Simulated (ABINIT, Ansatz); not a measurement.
# Lattice dynamics of Ho (P6_3/mmc) in two programs, part 4 of 4

How does Ho (P6_3/mmc) vibrate, and is this structure a minimum?

ABINIT 10.8.3; DFT PBE, scalar-relativistic, plane waves, PseudoDojo norm-conserving, 4f in core pseudopotentials.

So far, highest frequency (cm⁻¹): step 7 (dispersion) 111.

**9. A second program**

A second program on the same cell, potentials, cutoff and meshes tests the implementation of the phonon response, not its convergence.

This step: DFT PBE, scalar-relativistic, plane waves, norm-conserving pseudopotentials, 4f in core (Ansatz 0.2.0).

Contents of input.yaml:

```yaml
crystal:
  lattice:
    - [3.5836218719, 0.0, 0.0]
    - [-1.791810936, 3.1035075787, 0.0]
    - [0.0, 0.0, 5.5988683847]
  atoms:
    - { symbol: Ho, position: [0.3333333333, 0.6666666667, 0.25] }
    - { symbol: Ho, position: [0.6666666667, 0.3333333333, 0.75] }
kpoints:
  mp_grid: { grid: [9, 9, 6] }
hamiltonian:
  xc: pbe
  pseudopotentials:
    kind: nc
    azcp: { Ho: "pseudopotentials/pbe/nc/lanthanide_3plus/Ho.nc.azcp" }
    accuracy: standard
scf:
  occupations: { method: gaussian, width: 0.27211 }
output:
  eigenvalues: true
basis:
  ecutwfc: 571.439
phonons:
  method: dfpt
  qmesh: [3, 3, 2]
  temperatures: { t_max: 1000, t_step: 50 }
  qpath:
    path:
      - [[0.0, 0.0, 0.0], [0.5, 0.0, 0.0], [0.33333333, 0.33333333, 0.0], [0.0, 0.0, 0.0], [0.0, 0.0, 0.5], [0.5, 0.0, 0.5], [0.33333333, 0.33333333, 0.5], [0.0, 0.0, 0.5]]
      - [[0.5, 0.0, 0.5], [0.5, 0.0, 0.0]]
      - [[0.33333333, 0.33333333, 0.5], [0.33333333, 0.33333333, 0.0]]
    npoints: 10
  electrical_resistivity: { temperatures: [77, 300], mesh: [18, 18, 12] }
```

On the command line:

```
$ ansatz run input.yaml --threads 4 --pin off --max-ram 16384MiB --backend cpu --events-out ev --progress --plain --runs-dir out
```

Numbers of over 12 decimals in the logs are rounded to 6 here.

What it wrote:

```text
Warning: basis.ecutwfc = 571.439 eV is below the records' recommended 680.284656 eV, and the density's cutoff is lower with it unless basis.ecutrho_ratio is high enough to keep the records' density cutoff: compare with a run at a higher cutoff
Engine: ansatz 0.2.0, x86_64-unknown-linux-gnu
Pseudopotentials: kind: nc
Pseudopotential: Ho, nc, valence charge 11, recommended cutoff 680.284656 eV (normal), <dir>
Functional definition: PBE
  parameter kappa = 0.804
  parameter beta = 0.066725
  exchange = pbe_x(kappa = kappa, mu = beta*pi^2/3)
  correlation = pbe_c(beta = beta)
Crystal: 2 atoms, lattice volume = 62.269 Å³
Basis set: ecut = 571.439 eV, 1911 PW (Γ), exchange–correlation on 60×60×96 points (8 copies of the dense FFT grid, shifted against one another)
Bands: 15, of which v1, the nominal top of the filled ones, is band 11 counted from 1 (10 counted from 0)
Symmetry: 24 space group operations
k-points: 48 of 486
Non-local potential: Ho, projectors of the file, l = 0: 2, l = 1: 2, l = 2: 2, l = 3: 1
Initial density: superposition of atomic densities (chi_scale 0.1, normalization cell)
Initial wavefunctions: pseudopotential atomic-orbital guess
Functional: x = pbe(κ = 0.804, μ = 0.219515), c = pbe(β = 0.066725)
SCF iter   1: F=—  HF=-2402.840452 eV  |F-HF|=—  |Δ(HF+E_count)|=         —  Δρ=1.28e-2  dr2=1.46e-1  ethr=3.10e-3  ⟨swp⟩=4.7  Hψ=3133  notcnv=0
preconditioner: auto → Kerker (q_TF=auto, 2.294 Å⁻¹)  [metal: Δε(μ)=0.021 eV  Ē_g=2.905 eV  σ=0.272 eV  W_gap=0.04  n_scr=10 (ndim 8)  ℏωp=11.5 eV  f_vac=0.000  D(μ)=3.38/eV (n_scr^D=34)]
SCF iter   2: F=—  HF=-2402.820086 eV  |F-HF|=—  |Δ(HF+E_count)|=   2.04e-2  Δρ=8.47e-3  dr2=6.45e-2  ethr=6.66e-4  ⟨swp⟩=2.0  Hψ=1295  notcnv=0
SCF iter   3: F=—  HF=-2402.808810 eV  |F-HF|=—  |Δ(HF+E_count)|=   1.13e-2  Δρ=1.01e-3  dr2=4.57e-4  ethr=2.93e-4  ⟨swp⟩=2.5  Hψ=1246  notcnv=0
SCF iter   4: F=—  HF=-2402.808651 eV  |F-HF|=—  |Δ(HF+E_count)|=   1.59e-4  Δρ=1.20e-4  dr2=9.50e-6  ethr=2.08e-6  ⟨swp⟩=2.6  Hψ=1314  notcnv=0
SCF iter   5: F=—  HF=-2402.808654 eV  |F-HF|=—  |Δ(HF+E_count)|=   2.42e-6  Δρ=3.16e-5  dr2=5.10e-7  ethr=4.32e-8  ⟨swp⟩=2.3  Hψ=1173  notcnv=0
SCF iter   6: F=—  HF=-2402.808654 eV  |F-HF|=—  |Δ(HF+E_count)|=   3.17e-7  Δρ=4.62e-6  dr2=1.18e-8  ethr=2.32e-9  ⟨swp⟩=2.5  Hψ=1166  notcnv=0
SCF iter   7: F=—  HF=-2402.808654 eV  |F-HF|=—  |Δ(HF+E_count)|=   2.31e-9  Δρ=6.31e-7  dr2=2.14e-10  ethr=5.36e-11  ⟨swp⟩=2.3  Hψ=1308  notcnv=0
SCF iter   8: F=-2402.808654 eV  HF=-2402.808654 eV  |F-HF|=2.73e-12  |Δ(HF+E_count)|=  6.50e-11  Δρ=1.16e-7  dr2=7.36e-12  ethr=1.00e-12  ⟨swp⟩=8.7  Hψ=4861  notcnv=0
SCF 1 converged in 8 iterations: F = -2402.808654 eV  dr2 = 7.36e-12
NSCF: frozen V_eff on 48 k-points
WARN: eigensolver did not converge in 2 slots of this pass, the one above among them; of largest residual over every band (k=20): 1 band(s) unlocked (lowest unlocked band 14, counted from 0; max residual 3.40e-5 eV among the unlocked bands, 3.40e-5 eV over every band); of lowest unlocked band (k=4): band 14
NSCF: frozen V_eff on 100 k-points
DFPT response loops at q = (0, 0, 0) (fractional): preconditioner auto → Kerker (q_TF=auto, 2.294 Å⁻¹) (partly filled bands, converged f_vac=0.000); β = 1.00, the filter's whole step (`scf.mixing.beta` (0.50) is not read by the response loops under this deck's `scf.mixing.preconditioner`; to damp them name `kerker` or `kerker_dos`, under which they read `scf.mixing.beta`, and type it under 1.00, their step now; both keys bind the ground state too); Broyden in place of MSR1
NSCF: frozen V_eff on 200 k-points
DFPT response loops at q = (0, 0, -0.5) (fractional): mixed as the last ones told, above
NSCF: frozen V_eff on 360 k-points
DFPT response loops at q = (0, 0.333333, 0) (fractional): mixed as the last ones told, above
NSCF: frozen V_eff on 360 k-points
DFPT response loops at q = (0, 0.333333, -0.5) (fractional): mixed as the last ones told, above
NSCF: frozen V_eff on 360 k-points
DFPT response loops at q = (0.333333, 0.333333, 0) (fractional): mixed as the last ones told, above
NSCF: frozen V_eff on 360 k-points
DFPT response loops at q = (0.333333, 0.333333, -0.5) (fractional): mixed as the last ones told, above
SCF iter   1: F=—  HF=-2402.840452 eV  |F-HF|=—  |Δ(HF+E_count)|=         —  Δρ=1.28e-2  dr2=1.46e-1  ethr=3.10e-3  ⟨swp⟩=4.7  Hψ=3133  notcnv=0
SCF iter   2: F=—  HF=-2402.820086 eV  |F-HF|=—  |Δ(HF+E_count)|=   2.04e-2  Δρ=8.47e-3  dr2=6.45e-2  ethr=6.66e-4  ⟨swp⟩=2.0  Hψ=1295  notcnv=0
SCF iter   3: F=—  HF=-2402.808810 eV  |F-HF|=—  |Δ(HF+E_count)|=   1.13e-2  Δρ=1.01e-3  dr2=4.57e-4  ethr=2.93e-4  ⟨swp⟩=2.5  Hψ=1246  notcnv=0
SCF iter   4: F=—  HF=-2402.808651 eV  |F-HF|=—  |Δ(HF+E_count)|=   1.59e-4  Δρ=1.20e-4  dr2=9.50e-6  ethr=2.08e-6  ⟨swp⟩=2.6  Hψ=1314  notcnv=0
SCF iter   5: F=—  HF=-2402.808654 eV  |F-HF|=—  |Δ(HF+E_count)|=   2.42e-6  Δρ=3.16e-5  dr2=5.10e-7  ethr=4.32e-8  ⟨swp⟩=2.3  Hψ=1173  notcnv=0
SCF iter   6: F=—  HF=-2402.808654 eV  |F-HF|=—  |Δ(HF+E_count)|=   3.17e-7  Δρ=4.62e-6  dr2=1.18e-8  ethr=2.32e-9  ⟨swp⟩=2.5  Hψ=1166  notcnv=0
SCF iter   7: F=—  HF=-2402.808654 eV  |F-HF|=—  |Δ(HF+E_count)|=   2.31e-9  Δρ=6.31e-7  dr2=2.14e-10  ethr=5.36e-11  ⟨swp⟩=2.3  Hψ=1308  notcnv=0
SCF iter   8: F=-2402.808654 eV  HF=-2402.808654 eV  |F-HF|=2.27e-12  |Δ(HF+E_count)|=  6.46e-11  Δρ=1.15e-7  dr2=7.29e-12  ethr=1.00e-12  ⟨swp⟩=3.9  Hψ=2280  notcnv=0
SCF 2 converged in 8 iterations: F = -2402.808654 eV  dr2 = 7.29e-12
NSCF: frozen V_eff on 48 k-points
NSCF: frozen V_eff on 48 k-points
[...]
SCF converged after 8 iterations
Free energy (F): -2402.808654 eV
Harris-Foulkes:  -2402.808654 eV  (|F-HF|=2.73e-12)
Internal energy: -2402.682638 eV  (E = F + TS)
E sigma→0 (E₀):  -2402.745646 eV
Entropy (-TS):   -0.126016 eV (-63.008 meV/atom)
Fermi energy:    10.197688 eV
--- Per-component energies (eV) ---
  E_band       = -267.888676
  E_kinetic    = 589.873222
  E_local      = -1159.560354  (includes V_loc(G=0)·N_el)
  E_nonlocal   = 28.613487
  E_hartree    = 340.042288
  E_xc         = -602.500366
  E_vxc        = -406.899677  (∫ρ·V_xc dr)
  E_ewald      = -1599.150914
  E_smearing   = -0.126016  (= −TS)
  E_closure    = 0.000000  (closes the sum)
  Σ components = -2402.808654   (vs F -2402.808654, Δ=0.00e0)
--- Band table (eV; the first three rows and the last of 48) ---
  k-point 0: bands = [... 7 lower, -13.4395, 4.9110, 8.0040, 11.3357, 12.0880, 12.0880, 12.4821, 12.8023]
  k-point 1: bands = [... 7 lower, -13.4843, 5.1159, 7.8642, 11.1342, 11.9787, 11.9787, 12.2798, 12.6232]
  k-point 2: bands = [... 7 lower, -13.5034, 5.6927, 7.3482, 10.9759, 11.7798, 11.8914, 11.8914, 12.2719]
  k-point 47: bands = [... 7 lower, -13.5552, 9.6278, 9.6278, 9.7932, 9.7932, 10.7194, 10.7194, 13.2539]
--- Phonons (Γ-DFPT): 2 representative perturbations + reference (Σ response iterations 8) ---
  ASR residual: 1.503e-4 → 0.000e0 eV/Å²; symmetrization residual: 1.481e-10 eV/Å²
  ASR residual per site (eV/Å²): 1.50e-4 1.50e-4
  Γ frequencies (cm⁻¹): 0.00 0.00 0.00 65.31 65.31 110.98
--- Phonons (arbitrary-q DFPT): 6 irreducible q on the 3×3×2 mesh ---
  q = [0.0000, 0.0000, 0.0000] (star 1, of the zone-centre solve; hermiticity 3.97e-11, symmetrization 1.98e-11): -0.00 0.00 0.00 65.31 65.31 110.98
  q = [0.0000, 0.0000, -0.5000] (star 1, 2 solved perturbations in 148 linear systems a pass and spin channel, the states on 100 of 486 k-point pairs; hermiticity 4.27e-9, symmetrization 2.14e-9): 47.69 47.69 47.69 47.69 81.45 81.45
  q = [0.0000, 0.3333, 0.0000] (star 6, 3 solved perturbations on 180 of 486 k-point pairs; hermiticity 9.09e-9, symmetrization 3.21e-10): 50.89 54.25 84.79 89.21 93.57 107.53
  q = [0.0000, 0.3333, -0.5000] (star 6, 3 solved perturbations on 180 of 486 k-point pairs; hermiticity 7.74e-9, symmetrization 2.67e-10): 65.35 65.35 70.13 70.13 99.84 99.84
  q = [0.3333, 0.3333, 0.0000] (star 2, 2 solved perturbations in 256 linear systems a pass and spin channel, the states on 180 of 486 k-point pairs; hermiticity 3.93e-9, symmetrization 1.97e-9): 80.18 80.18 82.66 82.66 94.94 101.89
  q = [0.3333, 0.3333, -0.5000] (star 2, 2 solved perturbations in 256 linear systems a pass and spin channel, the states on 180 of 486 k-point pairs; hermiticity 4.07e-9, symmetrization 2.04e-9): 50.53 50.53 96.09 96.09 100.82 100.82
  sum rule: each row above includes the acoustic sum rule's correction from the zone centre's row sums; it moved no ω² by more than (0.50 cm⁻¹)²
  mesh force constants: q→R imaginary residual 1.46e-16; ASR residual 1.503e-4 → 0.000e0 eV/Å²; symmetrization residual 4.441e-15 eV/Å²
  interpolated dispersion: 93 rows × 6 modes
  density of states and harmonic sums: on the 21×21×12 q-mesh, interpolated from the force constants of a 3×3×2 supercell (no non-analytic term)
  largest difference from the sums on the solved wave vectors: F 4.72e-2 eV, S 6.16e-5 and C_V 1.43e-5 eV/K
  zero-point energy: 0.028937 eV/cell   skipped modes (ω ≤ 0): 3   left out of the sums: 9.45e-5 of the cell's modes: C_V's classical limit lies that fraction below 3 k_B per atom; for a crystal, a wire or a layer, F and S can be off by more, and a phonons.interpolated_qmesh denser along its periods is the remedy for the sampling
--- Electrical resistivity: potentials and phonons of a 3×3×2 supercell ---
  scattering by harmonic phonons alone, with no dipole-dipole term; scattering by other electrons, impurities, surfaces and spin disorder is left out, and so is spin–orbit coupling
  the resistivity is that of a variational response, whose dependence on the energy is improved iteratively
  at the Fermi level of each mesh (of a tensor a third of its trace):
           mesh   spin    states/(eV spin)  plasma energy (eV)         λ      λ_tr    ħω_log (meV)
       18×18×12                     1.7391              4.2353    0.6532    0.7220           8.617
          9×9×6                     1.7546              3.9843    0.6540    0.7317           8.523
  resistivity on the deck's mesh, µΩ·cm:
     T (K)       trace/3  mesh converged            xx            yy            zz    lowest order   relaxation time
     77.00      1.1594e1              no      1.4101e1      1.4101e1      6.5787e0        1.2119e1          1.0967e1
    300.00      5.3745e1              no      6.5129e1      6.5129e1      3.0979e1        5.5515e1          5.0795e1
  mean free path at 77 K (of a tensor a third of its trace): 11.0 nm by what each carries, 9.78 by the Fermi surface alone
  Hall coefficient in a weak field at 77 K (a third of the trace): -1.100e-10 m³/C (as a tensor it moves by 25.2 % between the two finest meshes); by each state's relaxation time: -1.003e-10 m³/C; by a constant relaxation time: -9.032e-11 m³/C
  mean free path at 300 K (of a tensor a third of its trace): 2.34 nm by what each carries, 2.10 by the Fermi surface alone
  Hall coefficient in a weak field at 300 K (a third of the trace): -1.003e-10 m³/C (as a tensor it moves by 26.6 % between the two finest meshes); by each state's relaxation time: -9.239e-11 m³/C; by a constant relaxation time: -8.818e-11 m³/C
  the resistivity times a path that all electrons share, by the Fermi surface of the deck's mesh alone (a third of the trace): 1.138e-15 Ω·m²
  not converged in the mesh (λ_tr; the resistivity at 77 K by 13.11 %; the resistivity at 300 K by 12.07 %): between neighbouring meshes, the two finest first, λ moves by 0.13 %, λ_tr by 3.30 % and the resistivity by up to 13.11 %; an estimate, no bound, puts it up to 1.2e-7 % above the Boltzmann equation's exact value after up to 4 iterations (at most 30 are made, fewer where the estimate is under 1.0e-6 % of each spin channel's own resistivity)
  vibrations of 18 cells: unjudged by the run; compare a larger repeat
  the changes of the potential over all sites missed a rigid shift's by 0.00 % (the site terms' by 0.00 %)
  at the force constants' own smearing the fine mesh and the k-points of their solves give squared frequencies that differ by 1.4 % of the larger at the most, at (0, 0.3333, 0)
```

It took 3.5 min on 4 threads of Intel Xeon Platinum 8488C (Sapphire Rapids), shared host; peak memory 2.3 GiB.

This step gave:

* sum-rule residual before enforcement: 1.50e-4 eV/Å²
* mean frequency: 77.8 cm⁻¹
* Debye temperature (second moment): 149 K
* logarithmic mean frequency: 74.7 cm⁻¹
* lowest optical zone-centre mode: 65.31 cm⁻¹
* lowest mode on the q mesh (acoustic ones at the zone centre apart): 47.69 cm⁻¹
* zero-point energy per atom: 14.47 meV
* vibrational entropy at 300 K: 50.70 J/(mol atoms K)

**10. Side by side: ABINIT PseudoDojo and Ansatz, PseudoDojo**

Worked out from the results:

| Item | Value |
| --- | --- |
| root-mean-square difference | 0.03 cm⁻¹ |
| largest difference | 0.05 cm⁻¹ |
| root-mean-square difference on the path | 0 cm⁻¹ |
| largest difference on the path | 0.1 cm⁻¹ |

The interpolated bands of the two lie on top of each other.

At the solved wavevectors the largest difference (acoustic modes at Γ apart) is 0.05 % of the highest mode.

**11. Results**

```yaml
space_group_after_relaxation: P6_3/mmc
volume_per_atom: 31.1 Å³
highest_optical_zone_centre_mode_no_lo_to_term: 111.0 cm⁻¹
lowest_optical_zone_centre_mode: 65.4 cm⁻¹
q_mesh: 3×3×2
lowest_mode_on_the_q_mesh_acoustic_ones_at_the_zone_centre_apart: 47.7 cm⁻¹
zero_point_energy_per_atom: 14.4 meV
heat_capacity_at_300_k: 24.6 J/(mol atoms K)
vibrational_entropy_at_300_k: 50.7 J/(mol atoms K)
imaginary_modes_on_the_q_mesh: none
largest_difference_from_ansatz_pseudodojo: 0.05 cm⁻¹
```

In words: Ho (P6_3/mmc) is dynamically stable on the 3×3×2 mesh; its spectrum reaches 111 cm⁻¹. At the PBE level the optical modes of Ho (P6_3/mmc) at the zone centre run from 65 to 111 cm⁻¹. Along axes with an odd number of divisions the mesh misses the zone-boundary points at one half, where instabilities often lie; those are only interpolated. The base run prints -0.53 GPa, mostly the error of a finite basis; the relaxation, with a smoothed and higher cutoff, had brought the cell to rest. ABINIT PseudoDojo and Ansatz, PseudoDojo agree to 0.05 cm⁻¹ (0.05 % of the highest mode compared) on all solved modes but the acoustic ones at Γ. These are harmonic frequencies at zero temperature: anharmonic shifts and linewidths and thermal expansion are left out. Spin-orbit coupling is left out, which can matter for the heavy elements here. In a metal the frequencies hang on the k mesh and the smearing, most of all near Kohn anomalies. The 4f electrons are frozen in the core as for a trivalent ion, so their moments and any magnetic order are left out. Ansatz warns that the cutoff lies 16 % under the one recommended for these files; agreement at one cutoff is not convergence. Electron-phonon sums were run after this but are left out, since no second program bore their λ out within 30 %; a λ that a log prints is not taken as a result.

[Host names and launcher messages were left out of these logs when they were recorded.]

[Logs are printed without paths, hosts, clocks, repeated set-up lines and the standing remarks that a program may print on its own settings, such as how far it seeks lower states.]

[Hosts, paths, dates, database ids (printed as entryN), source tags and the programs' standing remarks are cut or masked in the printed files.]
